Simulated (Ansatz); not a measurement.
# ThSiO4 (I4_1/amd): phonons and vibrational spectra, part 2 of 3

Aim: the vibrations of ThSiO4 (I4_1/amd), their spectra, and whether the structure is stable.

Ansatz 0.2.0; DFT PBEsol, scalar-relativistic, plane waves, PAW.

So far. Step 4 (Tight relaxation): The largest force component left is 0.49 meV/Å. The volume is held at 13.43 Å³/atom, so a pressure of -1.06 GPa remains at this level.

## 5. Linear response at the zone centre

The zone centre comes first: it holds the modes that light can see, as far as symmetry allows. The response to a homogeneous field gives the Born charges and the dielectric tensor.

input.yaml

```yaml
crystal:
  lattice:
    - [-3.5741537195, 3.5741537195, 3.1542286643]
    - [3.5741537195, -3.5741537195, 3.1542286643]
    - [3.5741537195, 3.5741537195, -3.1542286643]
  atoms:
    - { symbol: Th, position: [0.0, 0.0, 0.0] }
    - { symbol: Th, position: [0.75, 0.25, 0.5] }
    - { symbol: Si, position: [0.5, 0.5, 0.0] }
    - { symbol: Si, position: [0.25, 0.75, 0.5] }
    - { symbol: O, position: [0.5098085462, 0.3329127885, 0.1768957577] }
    - { symbol: O, position: [0.0829127885, 0.4060170309, 0.3231042423] }
    - { symbol: O, position: [0.1560170309, 0.3329127885, 0.8231042423] }
    - { symbol: O, position: [0.0829127885, 0.7598085462, 0.6768957577] }
    - { symbol: O, position: [0.2401914538, 0.9170872115, 0.3231042423] }
    - { symbol: O, position: [0.6670872115, 0.4901914538, 0.8231042423] }
    - { symbol: O, position: [0.5939829691, 0.9170872115, 0.6768957577] }
    - { symbol: O, position: [0.6670872115, 0.8439829691, 0.1768957577] }
kpoints:
  mp_grid: { grid: [4, 4, 4] }
hamiltonian:
  xc: pbesol
scf:
  occupations: { method: fixed }
output:
  eigenvalues: true
phonons:
  method: dfpt
  dielectric: true
  rigid_motions: translations
```

Launch:

```
ansatz run input.yaml --threads 16 --pin off --max-ram 61440MiB --backend cuda --events-out ev --progress --plain --runs-dir out
```

Numbers of over 12 decimals in the logs are rounded to 6 here.

The log of the run:

```text
[...]
concurrent solve slots: 12 of 16 are kept, ahead of what memory takes: no pass of the eigensolver takes more rounds on 12
[...]
Crystal: 12 atoms, lattice volume = 161.176 Å³
Basis set: ecut = 420 eV, 3127 PW (Γ), exchange–correlation on 80×80×80 points (8 copies of the dense FFT grid, shifted against one another)
Bands: 52, of which v1, the nominal top of the filled ones, is band 40 counted from 1 (39 counted from 0)
Symmetry: 16 space group operations
k-points: 36 of 64 (irreducible under 1 space group operation, time reversal used)
[...]
SCF iter   1: F=—  HF=-31862.569212 eV  |F-HF|=—  |Δ(HF+E_count)|=         —  Δρ=1.43e-2  dr2=2.82e-1  ethr=1.77e-3  ⟨swp⟩=5.1  Hψ=6668  notcnv=0  defer=332
[...]
SCF iter   9: F=-31862.503792 eV  HF=-31862.503792 eV  |F-HF|=3.64e-12  |Δ(HF+E_count)|=  4.47e-10  Δρ=9.87e-8  dr2=1.51e-11  ethr=1.00e-12  ⟨swp⟩=16.5  Hψ=13272  notcnv=0
SCF 1 converged in 9 iterations: F = -31862.503792 eV  dr2 = 1.51e-11
[...]
SCF converged after 9 iterations
[...]
0.00000   -3.28340    0.28309
         0.00000    0.27644   -2.42118
    site 9:
        -3.28340   -0.00000    0.28309
        -0.00000   -1.05809   -0.00000
         0.27644    0.00000   -2.42118
    site 10:
        -1.05809   -0.00000   -0.00000
         0.00000   -3.28340   -0.28309
         0.00000   -0.27644   -2.42118
    site 11:
        -3.28340    0.00000   -0.28309
         0.00000   -1.05809   -0.00000
        -0.27644    0.00000   -2.42118
  Z* charge neutrality: 6.745e-6 e pre-enforcement
  k-mesh period / interband length: 25.2 Å / 1.24 Å = 20.34 at k = (0.0000, 0.0000, 0.0000), direct gap 5.045 eV — 14 or more, which is no proof of convergence
  optical modes at Γ without the LO–TO term, one row a degenerate level:
      ω (cm⁻¹)  modes    IR ((D/Å)²/amu)
        119.41      1             0.0000
        124.57      2             0.0000
        124.99      1             0.0000
        187.65      2             0.0000
        190.90      2            41.8623
        205.08      1             0.0000
        250.53      1             0.0000
        269.50      1            36.6851
        276.26      2             0.0000
        297.77      1             0.0000
        302.36      2            12.4078
        347.80      1             0.0000
        417.27      1             0.0000
        421.93      2             8.4449
        487.89      2             0.0000
        523.35      1             0.0000
        537.38      1            10.5213
        560.84      1             0.0000
        803.43      2           120.0147
        831.22      2             0.0000
        851.74      1             0.0000
        860.30      1             0.0000
        883.51      1            57.6709
        895.38      1             0.0000
  optical modes at Γ + LO–TO along q̂ = [1.0000, 0.0000, 0.0000]:
      ω (cm⁻¹)  modes    IR ((D/Å)²/amu)
        119.41      1             0.0000
        124.57      2             0.0000
        124.99      1             0.0000
        187.65      2             0.0000
        190.90      1            20.9312
[...]
optical modes at Γ + LO–TO along q̂ = [0.0000, 1.0000, 0.0000]:
      ω (cm⁻¹)  modes    IR ((D/Å)²/amu)
[...]
optical modes at Γ + LO–TO along q̂ = [0.0000, 0.0000, 1.0000]:
      ω (cm⁻¹)  modes    IR ((D/Å)²/amu)
[...]
417.27      1             0.0000
        421.93      2             8.4449
        487.89      2             0.0000
        523.35      1             0.0000
        560.84      1             0.0000
        571.32      1            10.6672
        803.43      2           120.0147
        831.22      2             0.0000
        851.74      1             0.0000
        860.30      1             0.0000
        895.38      1             0.0000
       1008.47      1            80.8447
```

The job ended after 7.1 s (1 × NVIDIA GB200 with 16 threads of Arm Neoverse V2, shared host; peak memory 2.4 GiB; 44 s of CPU time).

The column dr2 measures how far the density is from self-consistency, as an energy; F and HF (Harris–Foulkes) agree once it is small.

This step gave:

| Item | Value |
| --- | --- |
| sum-rule residual before enforcement | 5.98e-5 eV/Å² |
| miss of the charge sum rule | 6.75e-6 e |
| point group | 4/mmm |
| highest optical mode at the zone centre (no LO-TO term) | 895.4 cm⁻¹ |
| lowest optical zone-centre mode | 119.4 cm⁻¹ |
| mean high-frequency dielectric constant | 3.777 |
| largest Born charge (third of the trace) | 5.488 e |
| mean static dielectric constant | 13.19 |
| top of the zone-centre spectrum with the field | 1008 cm⁻¹ |

Without the LO-TO term. Patterns of degenerate modes are one choice out of their space. The 30 lowest of 36 modes. Modes at Γ, with each element's share of the kinetic energy:

```csv
mode,frequency (cm⁻¹),symmetry,Th %,Si %,O %
1,0.0,acoustic,72,9,20
2,0.0,acoustic,72,9,20
3,0.0,acoustic,72,9,20
4,119.4,B1g,96,2,2
5,124.6,Eg,74,11,16
6,124.6,Eg,74,11,16
7,125.0,B1u,0,0,100
8,187.7,Eg,21,5,74
9,187.7,Eg,21,5,74
10,190.9,Eu,28,16,56
11,190.9,Eu,28,16,56
12,205.1,A2g,0,0,100
13,250.5,B2g,0,0,100
14,269.5,A2u,26,8,66
15,276.3,Eg,4,22,74
16,276.3,Eg,4,22,74
17,297.8,B1g,4,23,73
18,302.4,Eu,0,1,99
19,302.4,Eu,0,1,99
20,347.8,A1u,0,0,100
21,417.3,A1g,0,0,100
22,421.9,Eu,0,33,67
23,421.9,Eu,0,33,67
24,487.9,Eg,1,22,76
25,487.9,Eg,1,22,76
26,523.4,B2u,0,0,100
27,537.4,A2u,2,35,63
28,560.8,B1g,0,31,69
29,803.4,Eu,0,41,59
30,803.4,Eu,0,41,59
```

Displacements in mode 4 (119.4 cm⁻¹), the largest set to 1:
```
Th1  0.00  0.00 -1.00
Th2  0.00  0.00  1.00
Si3  0.00  0.00 -0.45
Si4  0.00  0.00  0.45
O5   0.00  0.02 -0.28
O6   0.02  0.00  0.28
O7   0.00 -0.02 -0.28
O8  -0.02  0.00  0.28
O9   0.00 -0.02  0.28
O10  0.02  0.00 -0.28
O11  0.00  0.02  0.28
O12 -0.02  0.00 -0.28
```

Displacements in mode 5 (124.6 cm⁻¹), the largest set to 1:
```
Th1 -0.17 -0.92  0.00
Th2  0.17  0.92  0.00
Si3  0.18  1.00  0.00
Si4 -0.18 -1.00  0.00
O5   0.17  0.38 -0.54
O6  -0.07 -0.95 -0.10
O7   0.17  0.38  0.54
O8  -0.07 -0.95  0.10
O9  -0.17 -0.38  0.54
O10  0.07  0.95 -0.10
O11 -0.17 -0.38 -0.54
O12  0.07  0.95  0.10
```

Optical modes at the zone centre, without and with the macroscopic field of the longitudinal modes; each column is sorted by frequency, so a row need not hold one and the same mode. Modes with and without the field, by row:

```
rank among optical modes  no field (cm⁻¹)  q along (1, 0, 0) (cm⁻¹)  q along (0, 0, 1) (cm⁻¹)
                       1            119.4                     119.4                     119.4
                       2            124.6                     124.6                     124.6
                       3            124.6                     124.6                     124.6
                       4              125                       125                       125
                       5            187.7                     187.7                     187.7
                       6            187.7                     187.7                     187.7
                       7            190.9                     190.9                     190.9
                       8            190.9                     205.1                     190.9
                       9            205.1                     250.5                     205.1
                      10            250.5                     259.4                     250.5
                      11            269.5                     269.5                     276.3
                      12            276.3                     276.3                     276.3
                      13            276.3                     276.3                     297.8
                      14            297.8                     297.8                     302.4
                      15            302.4                     302.4                     302.4
                      16            302.4                     346.5                     347.8
                      17            347.8                     347.8                     389.1
                      18            417.3                     417.3                     417.3
                      19            421.9                     421.9                     421.9
                      20            421.9                     443.7                     421.9
                      21            487.9                     487.9                     487.9
                      22            487.9                     487.9                     487.9
                      23            523.4                     523.4                     523.4
                      24            537.4                     537.4                     560.8
                      25            560.8                     560.8                     571.3
                      26            803.4                     803.4                     803.4
                      27            803.4                     831.2                     803.4
                      28            831.2                     831.2                     831.2
                      29            831.2                     851.7                     831.2
                      30            851.7                     860.3                     851.7
                      31            860.3                     883.5                     860.3
                      32            883.5                     895.4                     895.4
                      33            895.4                     945.5                      1008
```

Born charge (rows field, columns displacement) (e), principal values of the symmetric part by kind of site:

| atom | atoms with these values | low | middle | high | mean |
| --- | --- | --- | --- | --- | --- |
| Th1 | 2 | 5.37 | 5.55 | 5.55 | 5.49 |
| Si3 | 2 | 3.13 | 3.13 | 4.32 | 3.53 |
| O5 | 8 | -3.37 | -2.34 | -1.06 | -2.25 |

In full for O5:

```
-1.06  0.00  0.00
 0.00 -3.28  0.28
 0.00  0.28 -2.42
```

High-frequency dielectric tensor:

```
3.70 0.00 0.00
0.00 3.70 0.00
0.00 0.00 3.93
```

Static dielectric tensor (ions relaxed, fixed cell):

```
13.74  0.00  0.00
 0.00 13.74  0.00
 0.00  0.00 12.08
```

Transverse modes. Lines of the infrared spectrum (strongest = 100):

| position (cm⁻¹) | lines merged | relative intensity |
| --- | --- | --- |
| 119 | 1 | 0.0 |
| 125 | 2 | 0.0 |
| 188 | 1 | 0.0 |
| 191 | 1 | 35 |
| 205 | 1 | 0.0 |
| 250 | 1 | 0.0 |
| 270 | 1 | 31 |
| 276 | 1 | 0.0 |
| 298 | 1 | 0.0 |
| 302 | 1 | 10 |
| 348 | 1 | 0.0 |
| 417 | 1 | 0.0 |
| 422 | 1 | 7.0 |
| 488 | 1 | 0.0 |
| 523 | 1 | 0.0 |
| 537 | 1 | 8.8 |
| 561 | 1 | 0.0 |
| 803 | 1 | 100 |
| 831 | 1 | 0.0 |
| 852 | 1 | 0.0 |
| 860 | 1 | 0.0 |
| 884 | 1 | 48 |
| 895 | 1 | 0.0 |

Before it was imposed, the acoustic sum rule was missed by 6.0e-5 eV/Å² and the charge sum rule by 6.7e-6 e. Small misses are needed for a sound result but don't prove that mesh and cutoff are converged. The lowest optical mode is real, 119 cm⁻¹.

(Part 2 of 3 ends here.)

[Logs are printed without paths, hosts, clocks, repeated set-up lines and the standing remarks that a program may print on its own settings, such as how far it seeks lower states.]

[Hosts, paths, dates, database ids (printed as entryN), source tags and the programs' standing remarks are cut or masked in the printed files.]
